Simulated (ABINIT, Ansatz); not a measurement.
# TlAsF6 (R-3): one start, several treatments of the self-energy, part 2 of 2

How much does the gap of TlAsF6 (R-3) depend on the approximation to the self-energy?

ABINIT 10.8.3; PBEsol and many-body steps on it, plane waves. Known limits of the many-body steps: not at the basis limit; no spin-orbit coupling; coarse k mesh.

So far. Step 5 (G0W0, von der Linden-Horsch plasmon pole): Against G0W0 in ABINIT (2×2×2 mesh, 187 bands, screening to 141.5 eV, Godby-Needs plasmon pole), the gap moves by +0.477 eV. Step 6 (G0W0, Hybertsen-Louie plasmon pole): Against G0W0 in ABINIT (2×2×2 mesh, 187 bands, screening to 141.5 eV, Godby-Needs plasmon pole), the gap moves by −0.053 eV.

## (7) One-shot Hartree-Fock

This step: one-shot Hartree-Fock on PBEsol, plane waves, norm-conserving pseudopotentials.

run.abi

```
acell 3*1.0 Angstrom
rprim 
  3.720723898783 2.148160944528 2.482723275713
  -3.720723898783 2.148160944528 2.482723275713
  0.000000000000 -4.296321889101 2.482723275674
ntypat 3
znucl 81 33 9
natom 8
typat 1 2 3 3 3 3 3 3
xred 
  0.000000000000 0.000000000000 0.000000000000
  0.500000000000 0.500000000000 0.500000000000
  0.698048100000 0.789498230000 0.423038160000
  0.789498230000 0.423038160000 0.698048100000
  0.210501770000 0.576961840000 0.301951900000
  0.423038160000 0.698048100000 0.789498230000
  0.576961840000 0.301951900000 0.210501770000
  0.301951900000 0.210501770000 0.576961840000
pp_dirpath "pseudos"
pseudos "Tl.upf, As.upf, F.upf"
ecut 44
ngkpt 2 2 2
nshiftk 1
shiftk 0 0 0
kptopt 1
chksymbreak 0
istwfk *1
occopt 1
irdwfk 1
optdriver 4
nband 47
gwcalctyp 5
ecutsigx 44
symsigma 1
nkptgw 3
kptgw 
  0.5000000000 0.5000000000 0.0000000000
  0.5000000000 0.0000000000 0.0000000000
  0.0000000000 0.0000000000 0.0000000000
bdgw 
  42 45
  42 45
  41 45
ixc_sigma 40
fftgw 31
indata_prefix "in"
outdata_prefix "out"
tmpdata_prefix "tmp"
```

Launch:

```bash
> OMP_NUM_THREADS=1 mpirun -n 8 abinit run.abi > log
```

Numbers of over 12 decimals in the logs are rounded to 6 here.

The log of the run:

```text
.Version 10.8.3 of ABINIT. v10.8.2 released Aug 2026.

 Symmetries : space group R-3 (#148); Bravais hR (rhombohedral)
[... echo of the input left out ...]
== DATASET  1 ==================================================================
-   mpi_nproc: 8, omp_nthreads: 1 (-1 if OMP is not activated)

--- !DatasetInfo
iteration_state: {dtset: 1, }
dimensions: {natom: 8, nkpt: 4, mband: 47, nsppol: 1, nspinor: 1, nspden: 1, mpw: 11210, }
cutoff_energies: {ecut:  44.0, pawecutdg:  -1.0, }
[...]
Band     E0 <VxcDFT>   SigX SigC(E0)      Z dSigC/dE  Sig(E)    E-E0       E
[...]
44   5.880 -21.636 -16.248   0.000   1.000   0.000 -16.248   5.388  11.267
       45   7.950 -11.050  -6.454   0.000   1.000   0.000  -6.454   4.597  12.547

== END DATASET(S) ==============================================================
================================================================================

 -outvars: echo values of variables after computation  --------
           etotal      0.0000000000E+00
            nband          47
             nkpt           4
          spgroup         148
 [... the other variables as echoed above ...]

 Calculation completed.
```

Run time: 8.8 s. Hardware: 8 MPI ranks of Arm Neoverse N1, shared host; peak memory 1.6 GiB; 70 s of CPU time.

This step gave:

```
quasiparticle gap on the points computed              : 13.01 eV
starting gap on the mesh                              : 4.749 eV
k of the valence top                                  : 0.5, 0.5, 0
k of the conduction bottom                            : 0.5, 0, 0
least direct quasiparticle gap on the computed points : 13.25 eV
```

Against G0W0 in ABINIT (2×2×2 mesh, 187 bands, screening to 141.5 eV, Godby-Needs plasmon pole), the gap moves by +4.448 eV.

## (8) Screening, 2×2×2 mesh, 187 bands, screening to 141.5 eV

This step: RPA screening on PBEsol, plane waves, norm-conserving pseudopotentials.

run.abi, as its differences from that of step 7:

```diff
@@ -29,18 +29,14 @@
 irdwfk 1
-optdriver 4
-nband 47
-gwcalctyp 5
-ecutsigx 44
-symsigma 1
-nkptgw 3
-kptgw 
-  0.5000000000 0.5000000000 0.0000000000
-  0.5000000000 0.0000000000 0.0000000000
-  0.0000000000 0.0000000000 0.0000000000
-bdgw 
-  42 45
-  42 45
-  41 45
-ixc_sigma 40
-fftgw 31
+optdriver 3
+nband 187
+ecuteps 5.2
+inclvkb 2
+awtr 1
+symchi 1
+gwcalctyp 2
+nfreqre 16
+freqremax 40 eV
+nfreqim 8
+spmeth 1
+nomegasf 120
 indata_prefix "in"
```

The log of the run:

```text
.Version 10.8.3 of ABINIT. v10.8.2 released Aug 2026.

 Symmetries : space group R-3 (#148); Bravais hR (rhombohedral)
[... echo of the input left out ...]
== DATASET  1 ==================================================================
-   mpi_nproc: 8, omp_nthreads: 1 (-1 if OMP is not activated)

--- !DatasetInfo
iteration_state: {dtset: 1, }
dimensions: {natom: 8, nkpt: 4, mband: 187, nsppol: 1, nspinor: 1, nspden: 1, mpw: 11210, }
cutoff_energies: {ecut:  44.0, pawecutdg:  -1.0, }
electrons: {nelect:   8.60000000E+01, charge:   0.00000000E+00, occopt:   1.00000000E+00, tsmear:   1.00000000E-02, }

 SCREENING: Calculation of the susceptibility and dielectric matrices

 Based on a program developped by R.W. Godby, V. Olevano, G. Onida, and L. Reining.
 Incorporated in ABINIT by V. Olevano, G.-M. Rignanese, and M. Torrent.
.Using double precision arithmetic ; gwpc =  8

[... cell and pseudopotentials left out ...]
--------------------------------------------------------------------------------

 ==== K-mesh for the wavefunctions ====
 Number of points in the irreducible wedge :     4
[... list of points left out ...]
 Together with  6 symmetry operations and time-reversal symmetry
 yields     8 points in the full Brillouin Zone.

 ==== Q-mesh for the screening function ====
 Number of points in the irreducible wedge :     4
[... list of points left out ...]
 Together with  6 symmetry operations and time-reversal symmetry
 yields     8 points in the full Brillouin Zone.

 setmesh: FFT mesh size selected  =    40x   40x   40
          total number of points  =        64000

 vcoul_init : cutoff-mode = AUXILIARY_FUNCTION
 q-points for optical limit:   1
     1)      0.000010    0.000020    0.000030

- screening: taking advantage of time-reversal symmetry
- Maximum band index for partially occupied states nbvw = 43
- Remaining bands to be divided among processors   nbcw = 144
- Number of bands treated by each node ~18

 Number of electrons calculated from density =   86.0000; Expected =   86.0000
 average of density, n =  0.107036
 r_s =    1.3066
 omega_plasma =   31.5587 [eV]

 calculating chi0 at frequencies [eV] :
  1    0.000000E+00    0.000000E+00
  2    2.666667E+00    0.000000E+00
  3    5.333333E+00    0.000000E+00
[...]
23    0.000000E+00    8.037461E+01
 24    0.000000E+00    1.131683E+02

--------------------------------------------------------------------------------
  q-point number  1        q = ( 0.000000, 0.000000, 0.000000) [r.l.u.]
--------------------------------------------------------------------------------
[... chi0 elements left out ...]
  [... further frequencies ...]

 No. of calculated frequencies >  15, stop printing
 For q-point:  0.000010 0.000020 0.000030
  dielectric constant =   2.4855
  dielectric constant without local fields =   2.9186

  Average fulfillment of the sum rule on Im[epsilon] for q-point    1 :     46.64  [%]
[... wings left out ...]
  q-point number  2        q = ( 0.500000, 0.000000, 0.000000) [r.l.u.]
--------------------------------------------------------------------------------
[... chi0 elements left out ...]
  [... further frequencies ...]

 No. of calculated frequencies >  15, stop printing
  Average fulfillment of the sum rule on Im[epsilon] for q-point    2 :     51.83  [%]

 [... 2 further q-points ...]
```

The job ended after 2.4 min (8 MPI ranks; peak memory 6.7 GiB; 19 min of CPU time).

Numbers from this step:

| Property | Result |
| --- | --- |
| ε∞ with local fields, on this mesh, along the program's q direction | 2.486 |
| the same without local fields | 2.919 |
| plasma frequency | 31.56 eV |
| plane waves in the screening matrix | 467 |

## (9) G0W0, contour deformation

This step: G0W0 on PBEsol, plane waves, norm-conserving pseudopotentials.

run.abi, as its differences from that of step 8:

```diff
@@ -29,14 +29,18 @@
 irdwfk 1
-optdriver 3
+optdriver 4
 nband 187
+gwcalctyp 2
+ecutsigx 44
+symsigma 1
+nkptgw 3
+kptgw 
+  0.5000000000 0.5000000000 0.0000000000
+  0.5000000000 0.0000000000 0.0000000000
+  0.0000000000 0.0000000000 0.0000000000
+bdgw 
+  42 45
+  42 45
+  41 45
 ecuteps 5.2
-inclvkb 2
-awtr 1
-symchi 1
-gwcalctyp 2
-nfreqre 16
-freqremax 40 eV
-nfreqim 8
-spmeth 1
-nomegasf 120
+irdscr 1
 indata_prefix "in"
```

The log of the run:

```text
.Version 10.8.3 of ABINIT. v10.8.2 released Aug 2026.

 Symmetries : space group R-3 (#148); Bravais hR (rhombohedral)
[... echo of the input left out ...]
== DATASET  1 ==================================================================
-   mpi_nproc: 8, omp_nthreads: 1 (-1 if OMP is not activated)

--- !DatasetInfo
iteration_state: {dtset: 1, }
dimensions: {natom: 8, nkpt: 4, mband: 187, nsppol: 1, nspinor: 1, nspden: 1, mpw: 11210, }
cutoff_energies: {ecut:  44.0, pawecutdg:  -1.0, }
[...]
Band     E0 <VxcDFT>   SigX SigC(E0)      Z dSigC/dE  Sig(E)    E-E0       E
[...]
45   7.950 -11.050  -6.454  -2.603   0.851  -0.176  -9.354   1.696   9.646
       45   0.000   0.000   0.000  -0.000   0.000   0.000  -0.000  -0.000  -0.000

== END DATASET(S) ==============================================================
================================================================================

 -outvars: echo values of variables after computation  --------
           etotal      0.0000000000E+00
            nband         187
             nkpt           4
          spgroup         148
 [... the other variables as echoed above ...]

 Calculation completed.
```

It took 31 s on 8 MPI ranks; peak memory 3.2 GiB.

This step gave:

| Quantity | Value |
| --- | --- |
| G0W0 gap on the points computed | 8.409 eV |
| starting gap on the mesh | 4.749 eV |
| k of the valence top | 0.5, 0.5, 0 |
| k of the conduction bottom | 0.5, 0, 0 |
| least direct G0W0 gap on the computed points | 8.435 eV |

Against G0W0 in ABINIT (2×2×2 mesh, 187 bands, screening to 141.5 eV, Godby-Needs plasmon pole), the gap moves by −0.154 eV.

## (10) Side by side

Times are wall times on 8 MPI ranks of Arm Neoverse N1, shared host, good to a factor of about two. A run's time includes the screening step that it read.

| run | mesh | bands | screening cutoff (eV) | DFT gap (eV) | gap on the mesh (eV) | direct (eV) | ε∞ used | time |
| --- | --- | --- | --- | --- | --- | --- | --- | --- |
| G0W0, Godby-Needs plasmon pole | 2×2×2 | 187 | 141.5 | 4.749 | 8.563 | 8.586 | 2.46 | 2.7 min |
| G0W0, von der Linden-Horsch plasmon pole | 2×2×2 | 187 | 141.5 | 4.749 | 9.040 | 9.050 | 2.46 | 2.3 min |
| G0W0, Hybertsen-Louie plasmon pole | 2×2×2 | 187 | 141.5 | 4.749 | 8.510 | 8.560 | 2.46 | 2.7 min |
| one-shot Hartree-Fock | 2×2×2 | - | - | 4.749 | 13.011 | 13.245 | - | 8.8 s |
| G0W0, contour deformation | 2×2×2 | 187 | 141.5 | 4.749 | 8.409 | 8.435 | 2.49 | 2.9 min |

## (11) What came out

```yaml
g0w0_godby_needs_plasmon_pole: 8.563 eV
g0w0_von_der_linden_horsch_plasmon_pole: 9.040 eV
g0w0_hybertsen_louie_plasmon_pole: 8.510 eV
one_shot_hartree_fock: 13.011 eV
g0w0_contour_deformation: 8.409 eV
known_limits: not at the basis limit; no spin-orbit coupling; coarse k mesh
```

What this shows: G0W0, von der Linden-Horsch plasmon pole: +0.477 eV against G0W0, Godby-Needs plasmon pole. G0W0, Hybertsen-Louie plasmon pole: −0.053 eV against G0W0, Godby-Needs plasmon pole. One-shot Hartree-Fock: +4.448 eV against G0W0, Godby-Needs plasmon pole. G0W0, contour deformation: −0.154 eV against G0W0, Godby-Needs plasmon pole. Bare exchange alone opens the gap to 13.01 eV; against G0W0, correlation takes back 4.45 eV. Bands and cutoff are finite, so the gap is not at the basis limit. The miss can reach some tenths of an eV and take either sign; the mesh is an error of its own. In the G0W0 runs levels were corrected at 3 k points alone, so a gap called «on the mesh» is the least over those, and an edge elsewhere would be missed. A denser mesh or path gives a starting gap of 4.67 eV: the GW mesh misses a band edge, so its gaps are not the fundamental one. The 2×2×2 mesh is coarse for this cell, which bears on the long-range parts of exchange and screening. Where an edge is built on 6p states of lead, bismuth or thallium, scalar-relativistic gaps usually stand too wide, by a few tenths to over one eV. The many-body steps are scalar-relativistic: spin-orbit coupling is not in them.

[Paths, hosts, dates, memory and timing lines, banners, echoed tables and standing remarks are left out of the program output.]

[Logs are printed without paths, hosts, clocks, repeated set-up lines and the standing remarks that a program may print on its own settings, such as how far it seeks lower states.]

[Runs of the session that timed out or met a known fault of the program may be left out.]

[Hosts, paths, dates, database ids (printed as entryN), source tags and the programs' standing remarks are cut or masked in the printed files.]

[G0W0 gaps are taken among the corrected bands and points alone; a level outside them can change the order at an edge.]

[Where Ansatz stands beside ABINIT at settings called matched, ABINIT's density can come from a denser mesh and the files from another edition; pairs whose starting gaps differed by over 0.03 eV were left out, so agreement reads better than it is.]
